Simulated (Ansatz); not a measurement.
# Zr2CO2 MXene monolayer in a perpendicular field

What dipole does a perpendicular field induce in the Zr2CO2 MXene monolayer, and does the gap follow? A positive field points along +c.

Calculated with Ansatz 0.2.0; plane-wave DFT, PBE-D3(BJ), Ansatz PAW.

This is a report of a sequence of runs, with most program output left out.

### Step 1. The starting structure

The cell holds 5 atoms: 2 O, 2 Zr and 1 C. Cell: a = 3.289 Å, b = 3.289 Å, c = 40.953 Å, α = 90.0°, β = 90.0°, γ = 120.0°. Vacuum lies along c.

### Step 2. Relaxing the slab

The starting cell is a guess, so the in-plane lattice and the atoms are relaxed first, with the slab cut off from its images along the normal.

The input, input.yaml:

```yaml
crystal:
  lattice:
    - [3.289, 0.0, 0.0]
    - [-1.6445, 2.848357553, 0.0]
    - [0.0, 0.0, 40.9529467957]
  atoms:
    - { symbol: O, position: [0.3333333333, 0.6666666667, 0.4395288107] }
    - { symbol: Zr, position: [0.6666666667, 0.3333333333, 0.4683111504] }
    - { symbol: C, position: [0.0, 0.0, 0.5] }
    - { symbol: Zr, position: [0.3333333333, 0.6666666667, 0.5316888496] }
    - { symbol: O, position: [0.6666666667, 0.3333333333, 0.5604711893] }
  periodic: [true, true, false]
kpoints:
  mp_grid: { grid: [12, 12, 1] }
hamiltonian:
  xc: pbe
  dispersion: d3bj
scf:
  occupations: { method: fermi_dirac, width: 0.05 }
  convergence: { dr2_threshold: 1.0e-09 }
relax:
  f_tol: 0.004
  max_steps: 90
  cell: {}
output:
  write_potential: true
  write_density: true
  volumetric_format: npy
```

Launch:

```console
$ ansatz run input.yaml --threads 2 --pin off --max-ram 3072MiB --backend cpu --events-out ev --progress --plain --runs-dir out
```

Run time: 25 s. Hardware: 2 threads of Intel Xeon 6975P-C (Granite Rapids), shared host; peak memory 0.73 GiB; 48 s of CPU time.

Relaxation path:

| step | energy less that of the first step (eV) | largest force component (eV/Å) | volume (Å³) |
| --- | --- | --- | --- |
| 1 | 0.0000 | 4.9089 | 383.66 |
| 2 | -0.7611 | 2.2770 | 383.81 |
| 3 | -0.8769 | 0.3846 | 397.67 |
| 4 | -0.9683 | 0.1160 | 383.23 |
| 5 | -0.9688 | 0.0028 | 383.95 |
| 6 | -0.9688 | 0.0007 | 384.12 |
| 7* | -0.9690 | 0.0007 | 384.12 |

Relaxation steps marked * repeat the geometry before them on a plane-wave basis chosen anew for their cell, so energy and pressure can jump there.

The run keeps the 12 symmetry operations that it works with, so distortions that break them were not tested.

| cell as run | before | after | change |
| --- | --- | --- | --- |
| a (Å) | 3.289 | 3.291 | +0.1 % |
| b (Å) | 3.289 | 3.291 | +0.1 % |

The atoms that moved most (Å, along periodic axes as changes of fractional coordinates times the final cell, across vacuum about the mean position):

| atom | dx | dy | dz | length |
| --- | --- | --- | --- | --- |
| O5 | 0.000 | 0.000 | -0.157 | 0.157 |
| O1 | 0.000 | 0.000 | 0.157 | 0.157 |
| Zr2 | 0.000 | 0.000 | -0.097 | 0.097 |
| Zr4 | 0.000 | 0.000 | 0.097 | 0.097 |

Final coordinates:

```cif
data_structure
_symmetry_space_group_name_H-M 'P 1'
_symmetry_Int_Tables_number 1
_cell_length_a 3.2910
_cell_length_b 3.2910
_cell_length_c 40.9529
_cell_angle_alpha 90.000
_cell_angle_beta 90.000
_cell_angle_gamma 120.000
_cell_volume 384.12
loop_
_atom_site_label
_atom_site_type_symbol
_atom_site_fract_x
_atom_site_fract_y
_atom_site_fract_z
_atom_site_occupancy
O1 O 0.33333 0.66667 0.44337 1
Zr2 Zr 0.66667 0.33333 0.46595 1
C3 C 0.00000 0.00000 0.50000 1
Zr4 Zr 0.33333 0.66667 0.53405 1
O5 O 0.66667 0.33333 0.55663 1
```

The lattice constant a goes from 3.289 to 3.291 Å.

### Step 3. Single point, field 0

A sawtooth potential applies the field, turning back in the middle of the vacuum. With the dipole correction the typed value is the field outside the slab. The induced dipole is small, so the SCF threshold is tight.

The cell differs from the one that the last finished run ended in (c 40.953 → 22.638 Å).

The input, input.yaml:

```yaml
crystal:
  lattice:
    - [3.2909635229, 0.0, 0.0]
    - [-1.6454817614, 2.8500580137, 0.0]
    - [0.0, 0.0, 22.6379547632]
  atoms:
    - { symbol: O, position: [0.3333333333, 0.6666666667, 0.3975624165] }
    - { symbol: Zr, position: [0.6666666667, 0.3333333333, 0.4384030474] }
    - { symbol: C, position: [0.0, 0.0, 0.5] }
    - { symbol: Zr, position: [0.3333333333, 0.6666666667, 0.5615969526] }
    - { symbol: O, position: [0.6666666667, 0.3333333333, 0.6024375835] }
kpoints:
  mp_grid: { grid: [18, 18, 1] }
  band_path:
    path: [[0, 0, 0], [0.5, 0, 0], [0.33333333, 0.33333333, 0], [0, 0, 0]]
    npoints: 16
hamiltonian:
  xc: pbe
  dispersion: d3bj
scf:
  occupations: { method: fermi_dirac, width: 0.02585 }
  convergence: { dr2_threshold: 1.0e-10 }
efield:
  axis: 3
  dipole_correction: true
  ramp_position: 0.97
  ramp_width: 0.06
  amplitude: 0
output:
  dos: { projected: true, e_range: [-6, 5] }
  write_potential: true
  write_density: true
  volumetric_format: npy
  elf: true
```

It took 8.8 s on 2 threads; peak memory 0.58 GiB.

This step gave:

* gap on the k-mesh: 0.9501 eV
* dipole along the normal: -1.11e-8 e·Å
* gap along the path: 0.9501 eV
* smallest direct gap along the path: 1.867 eV
* ionisation energy, upper face: 5.379 eV
* electron affinity, upper face: 4.429 eV
* gap, the smaller of path and mesh: 0.9501 eV

Running mean over a fixed 2.7 Å (it still follows the layers) of the planar mean; the ramp of the sawtooth is left out. The electron's electrostatic potential energy less the Fermi level by z:

| z (Å) | electron's electrostatic potential energy less the Fermi level (eV) |
| --- | --- |
| 3 | 4.92 |
| 4 | 4.92 |
| 5 | 4.92 |
| 6 | 4.91 |
| 7 | 4.64 |
| 8 | 0.605 |
| 9 | -7.12 |
| 10 | -10.8 |
| 11 | -9.74 |
| 12 | -10.4 |
| 13 | -9.89 |
| 14 | -4.39 |
| 15 | 2.75 |
| 16 | 4.84 |
| 17 | 4.92 |
| 18 | 4.92 |
| 19 | 4.92 |

The density of states has structure finer than the step of the table below, so its rows give means over 0.2 eV, whole bins alone (the curve runs from -6 to 2.46 eV). Peaks (eV: height): -5.17: 11.5, -4.81: 13.7, -4.68: 9.85, -4.54: 9.21, -4.26: 10.4, -4.21: 13.9, -4.02: 8.64.

The density of states by energy, zero at the Fermi level of the run, which the smearing sets inside the gap; means over each step:

| energy (eV) | density of states (states/eV a cell) |
| --- | --- |
| -5.8 | 1.43 |
| -5.6 | 4.65 |
| -5.4 | 5.07 |
| -5.2 | 8.63 |
| -5.0 | 4.27 |
| -4.8 | 7.24 |
| -4.6 | 8.50 |
| -4.4 | 5.23 |
| -4.2 | 7.27 |
| -4.0 | 5.37 |
| -3.8 | 0.00878 |
| -3.6 | 0 |
| -3.4 | 0 |
| -3.2 | 1.58 |
| -3.0 | 2.48 |
| -2.8 | 3.63 |
| -2.6 | 1.95 |
| -2.4 | 1.94 |
| -2.2 | 2.22 |
| -2.0 | 3.36 |
| -1.8 | 4.35 |
| -1.6 | 4.11 |
| -1.4 | 2.29 |
| -1.2 | 0.827 |
| -1.0 | 0.456 |
| -0.8 | 0.362 |
| -0.6 | 0.258 |
| -0.4 | 0.0117 |
| -0.2 | 0 |
| 0.0 | 0 |
| 0.2 | 0 |
| 0.4 | 0.0277 |
| 0.6 | 1.12 |
| 0.8 | 1.56 |
| 1.0 | 2.03 |
| 1.2 | 2.59 |
| 1.4 | 1.76 |
| 1.6 | 1.21 |
| 1.8 | 0.512 |
| 2.0 | 0.778 |
| 2.2 | 0.997 |

Projected DOS per atom over height of the atomic layer and energy from the Fermi level. Layers: O Zr C Zr O from below.

Ten even steps from '0' (0.00 states/eV) to '9' (2.81 states/eV), each cell a mean:
```
01010
00000
02020
03030
01010
00000
00000
00000
00000
00100
11611
11611
01310
11411
01210
00000
40004
82128
93139
72027
63136
21012
```
Columns: height of the atomic layer (Å) from 9 to 13.6 (not evenly spaced); rows upwards: energy from the Fermi level (eV) from -5.96 to 2.41.

The electronic bands at the labelled points (eV, zero at the Fermi level of the run, which the smearing sets inside the gap):

| point | band 17 | band 18 | band 19 | band 20 | band 21 | band 22 | band 23 | band 24 |
| --- | --- | --- | --- | --- | --- | --- | --- | --- |
| Γ | -4.62 | -1.65 | -0.46 | -0.46 | 1.41 | 1.41 | 1.83 | 2.83 |
| halfway | -4.19 | -2.72 | -1.53 | -1.45 | 0.84 | 2.65 | 2.75 | 3.45 |
| M | -3.90 | -3.29 | -1.80 | -1.47 | 0.49 | 2.72 | 3.55 | 3.90 |
| halfway | -3.94 | -3.14 | -2.32 | -2.02 | 1.24 | 2.77 | 2.96 | 3.58 |
| K | -4.09 | -2.74 | -2.72 | -2.72 | 1.71 | 2.64 | 2.64 | 3.46 |
| halfway | -4.25 | -2.70 | -2.08 | -1.59 | 1.22 | 2.35 | 3.17 | 3.21 |
| Γ | -4.62 | -1.65 | -0.46 | -0.46 | 1.41 | 1.41 | 1.83 | 2.83 |

Electrostatic potential energy in the ca plane at fractional y = 0.333, with atoms of Zr and O within 0.2 Å of it. With pseudopotentials it is smooth inside the atoms' cores, unlike the true potential.

Values in eV, 5 rows by 16 columns, each cell a mean:
```
  5   5   5   5   5   5   4  -4 -33 -15   1  -3 -13   5   5   5
  5   5   5   5   5   5   4 -10 -48 -28   1  -6 -42   2   5   5
  5   5   5   5   5   5   4  -4 -35 -16   1  -3 -14   5   5   5
  5   5   5   5   5   5   5   2  -4  -1  -2 -12  -2   5   5   5
  5   5   5   5   5   5   5   2  -3   0  -2 -12  -2   4   5   5
```
Columns run along c (16.0 Å, from fractional 0.06 to 0.77 of the cell; values clipped at the 3rd and 97th percentile), rows up along a (3.3 Å). Atoms in or near the plane, at fractional coordinates: Zr at (0.44, 0.67), O at (0.60, 0.67).

Valence density in the ca plane at fractional y = 0.333, with atoms of Zr and O within 0.2 Å of it. It is the smooth field of the valence electrons, not physical close to the nuclei.

Values in e/Å³, 5 rows by 16 columns, each cell a mean:
```
0.0 0.0 0.0 0.0 0.0 0.0 0.4 2.1 0.5 0.2 0.6 1.3 0.1 0.0 0.0 0.0
0.0 0.0 0.0 0.0 0.0 0.0 1.0 3.8 1.0 0.1 1.7 4.4 0.1 0.0 0.0 0.0
0.0 0.0 0.0 0.0 0.0 0.0 0.5 2.2 0.5 0.2 0.7 1.4 0.1 0.0 0.0 0.0
0.0 0.0 0.0 0.0 0.0 0.1 0.3 0.3 0.3 0.4 0.5 0.1 0.0 0.0 0.0 0.0
0.0 0.0 0.0 0.0 0.0 0.1 0.3 0.3 0.3 0.4 0.4 0.1 0.0 0.0 0.0 0.0
```
Columns run along c (16.0 Å, from fractional 0.12 to 0.82 of the cell), rows up along a (3.3 Å). Atoms in or near the plane, at fractional coordinates: Zr at (0.44, 0.67), O at (0.60, 0.67).

ELF in the ca plane at fractional y = 0.333, with atoms of Zr and O within 0.2 Å of it. It is the smooth field of the valence electrons, not physical close to the nuclei.

Values, 5 rows by 16 columns, each cell a mean:
```
0.00 0.00 0.00 0.00 0.00 0.00 0.04 0.15 0.61 0.37 0.28 0.28 0.73 0.46 0.05 0.00
0.00 0.00 0.00 0.00 0.00 0.00 0.01 0.26 0.52 0.49 0.12 0.51 0.63 0.60 0.08 0.00
0.00 0.00 0.00 0.00 0.00 0.00 0.04 0.16 0.63 0.37 0.26 0.30 0.73 0.47 0.05 0.00
0.00 0.00 0.00 0.00 0.00 0.01 0.17 0.49 0.21 0.44 0.47 0.24 0.18 0.10 0.01 0.00
0.00 0.00 0.00 0.00 0.00 0.01 0.17 0.51 0.20 0.46 0.47 0.23 0.15 0.09 0.01 0.00
```
Columns run along c (16.0 Å, from fractional 0.06 to 0.77 of the cell), rows up along a (3.3 Å). Atoms in or near the plane, at fractional coordinates: Zr at (0.44, 0.67), O at (0.60, 0.67).

The gap is 0.95 eV, with the valence edge 5.38 eV and the conduction edge 4.43 eV under the upper vacuum level.

### Step 4. Atoms held, field 0.1 V/Å

Changes to input.yaml since step 3:

```diff
@@ -27,5 +27,4 @@
   ramp_width: 0.06
-  amplitude: 0
+  amplitude: 0.1
 output:
-  dos: { projected: true, e_range: [-6, 5] }
   write_potential: true
@@ -33,2 +32 @@
   volumetric_format: npy
-  elf: true
```

Run time: 10 s. Hardware: 2 threads; peak memory 0.58 GiB.

The dipole is 0.0289 e·Å, and the gap 0.950 eV.

### Step 5. Single point, field -0.1 V/Å

Changes to input.yaml since step 4:

```diff
@@ -27,3 +27,3 @@
   ramp_width: 0.06
-  amplitude: 0.1
+  amplitude: -0.1
 output:
```

It took 10 s on 2 threads; peak memory 0.57 GiB.

The dipole is -0.0289 e·Å, and the gap 0.950 eV.

### Step 6. Response, atoms held

This step: plane-wave DFT, PBE-D3(BJ), Ansatz PAW; response to a field along the normal, atoms held (Ansatz 0.2.0).

The dipoles give the slope, and the difference of two potentials shows where the field is screened.

Numbers from this step:

```
equivalent conductor thickness p/(ε₀AE) : 5.575 Å
distance between the outer atoms        : 4.638 Å
```

Dipole of the cell against applied field:

| applied field (V/Å) | dipole of the cell (e·Å) |
| --- | --- |
| -0.1000 | -0.0289 |
| 0.0000 | 0 |
| 0.1000 | 0.0289 |

Local field over the applied field, running mean. From the potentials at -0.1 and 0.1 V/Å; running mean over 2.5 Å. Local field over applied field against z:

| z (Å) | local field over applied field |
| --- | --- |
| 4.5 | 1.000 |
| 5.0 | 0.999 |
| 5.5 | 0.997 |
| 6.0 | 0.990 |
| 6.5 | 0.969 |
| 7.0 | 0.912 |
| 7.5 | 0.800 |
| 8.0 | 0.649 |
| 8.5 | 0.480 |
| 9.0 | 0.322 |
| 9.5 | 0.194 |
| 10.0 | 0.113 |
| 10.5 | 0.0707 |
| 11.0 | 0.0591 |
| 11.5 | 0.0586 |
| 12.0 | 0.0649 |
| 12.5 | 0.0985 |
| 13.0 | 0.167 |
| 13.5 | 0.283 |
| 14.0 | 0.434 |
| 14.5 | 0.603 |
| 15.0 | 0.761 |
| 15.5 | 0.886 |
| 16.0 | 0.958 |
| 16.5 | 0.986 |
| 17.0 | 0.996 |
| 17.5 | 0.999 |
| 18.0 | 1.000 |
| 18.5 | 1.000 |

The induced electron density oscillates, so the rows of the table below give means over windows of 0.5 Å about each position, cut where the curve ends. Its maxima inside the range that stand out by 2 % of the span (Å: e/Å³ per V/Å): 8.35: 0.00354, 9.20: 0.00188, 10.61: 7.2e-4, 12.88: 1.5e-4, 13.72: -0.00142. Its minima: 8.91: 0.00142, 9.76: -1.5e-4, 12.03: -7.2e-4, 13.44: -0.00188, 14.29: -0.00354.

Electrons, planar mean, per unit field. Table of induced electron density by z; means over each step:

| z (Å) | induced electron density (e/Å³ per V/Å) |
| --- | --- |
| 4.5 | 9.6e-7 |
| 5.0 | 3.4e-6 |
| 5.5 | 1.2e-5 |
| 6.0 | 4.3e-5 |
| 6.5 | 1.4e-4 |
| 7.0 | 4.5e-4 |
| 7.5 | 0.00125 |
| 8.0 | 0.00274 |
| 8.5 | 0.00296 |
| 9.0 | 0.00167 |
| 9.5 | 6.8e-4 |
| 10.0 | 1.5e-5 |
| 10.5 | 6.0e-4 |
| 11.0 | 2.3e-4 |
| 11.5 | -9.6e-5 |
| 12.0 | -6.1e-4 |
| 12.5 | -1.8e-4 |
| 13.0 | -2.5e-4 |
| 13.5 | -0.00161 |
| 14.0 | -0.00246 |
| 14.5 | -0.00310 |
| 15.0 | -0.00160 |
| 15.5 | -6.0e-4 |
| 16.0 | -2.0e-4 |
| 16.5 | -6.0e-5 |
| 17.0 | -1.8e-5 |
| 17.5 | -4.8e-6 |
| 18.0 | -1.4e-6 |
| 18.5 | -4.7e-7 |

The smaller of the gaps on the path and on the k-mesh, counted as 0 under 0.03 eV. The gap stays at 0.950 eV for applied field from -0.1 to 0.1 V/Å.

By hand: between -0.1 and 0.1 V/Å the dipole changes by 0.05780 e·Å, a slope of 0.2890 e·Å²/V. A perfect conductor of thickness t has p = ε₀AEt, so t = 180.95 × 0.2890 / 9.379 = 5.58 Å (e/ε₀ = 180.95 V·Å, A in Å²).

The induced dipole is that of a conductor 5.58 Å thick.

### Step 7. What came out

```
gap without field                          : 0.950 eV
ionisation energy, upper face              : 5.38 eV
electron affinity, upper face              : 4.43 eV
equivalent conductor thickness, atoms held : 5.58 Å
```

The induced dipole equals that of a perfect conductor 5.58 Å thick, while the outer atoms lie 4.64 Å apart; an out-of-plane ε follows only once a thickness t is chosen, by 1 − 1/ε = 5.58 Å / t. The gap stays within 0.01 eV of 0.95 eV over the fields run, up to 0.1 V/Å in size. Semilocal functionals give gaps that are too small, and excitons are not included. Spin-orbit coupling is left out. The MXene's terminations sit over the metal atoms of its far layer; the site over carbon or nitrogen, which some compounds prefer, was not run.

[Logs are printed without paths, hosts, clocks, repeated set-up lines and the standing remarks that a program may print on its own settings, such as how far it seeks lower states.]

[Hosts, paths, dates, database ids (printed as entryN), source tags and the programs' standing remarks are cut or masked in the printed files.]

[Maps of the electrostatic potential energy from Ansatz leave out the sawtooth potential of an applied field or a dipole correction, so their vacuum need not be flat; planar profiles and work functions include it.]

[The density of states shown here was stored with 400 of the rows of the run's finer table, so its peaks can read low, often by over a quarter, or be missed, and its means over a window can be off by a tenth or more.]
